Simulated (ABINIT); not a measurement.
NaCl (Fm-3m): refractive index against wavelength

The refractive index of NaCl (Fm-3m) below the direct gap (5.15 eV on the mesh) is read from one computed spectrum, n = √(Re ε).

Cell: a, b, c = 3.974, 3.974, 3.974 Å (primitive vectors), 2 atoms.

Method: ABINIT 10.8.3, PBE, independent particles, k-mesh 11×11×11, Lorentzian half width 0.05 eV.

Launch of the response step: `optic optic.abi`. The run took 47 s, its band step included, on 4 threads of AMD EPYC 7R43 64-Core Processor (Zen 3), on a shared host.

| wavelength (nm) | photon energy E (eV) | n |
| --- | --- | --- |
| 850 | 1.459 | 1.6669 |
| 700 | 1.771 | 1.6733 |
| 633 | 1.959 | 1.6778 |
| 532 | 2.331 | 1.6885 |
| 450 | 2.755 | 1.7039 |
| 405 | 3.061 | 1.7173 |
| 365 | 3.397 | ? |

In the single-oscillator model n² − 1 = E₀E_d/(E₀² − E²), so 1/(n² − 1) = E₀/E_d − E²/(E₀E_d) is linear in E².

Working, on the rows shown:

| x = E² (eV²) | y = 1/(n² − 1) |
| --- | --- |
| 2.12762 | 0.562254 |
| 3.13716 | 0.555576 |
| 3.83641 | 0.55096 |
| 5.43137 | 0.540239 |
| 7.59115 | 0.52541 |
| 9.37179 | 0.513052 |

Means: x̄ = 5.2493, ȳ = 0.54125. Σ(x − x̄)(y − ȳ) = -0.2631, Σ(x − x̄)² = 38.71. Slope = -0.2631 / 38.71 = -0.006795; intercept = ȳ − slope · x̄ = 0.57692. Turned back into n, the line misses the rows shown by at most 0.00023.

Q: Fill in the last column of the withheld row.

A: At x = 11.538 the line gives y = 0.49851, that is 1.7338. The run gave 1.7349, so the extrapolation is off by 0.0011, 1.7 % of the range in the table.

Refitted with all rows, the slope is -0.006867 and the intercept 0.57722. These give E₀ = √(intercept/−slope) = 9.17 eV and E_d = E₀/intercept = 15.9 eV; E₀ is 1.8 times the direct gap. The electronic limit at long wavelengths, without lattice vibrations, is n = √(1 + 1/intercept) = 1.653. The cell comes from an older database entry, whose edges can be off by a per cent or so. Excitons are left out and so are local fields; PBE gaps are as a rule too small. The values come from a sum over the points of one k-mesh and carry its error, which grows as the direct gap shrinks.
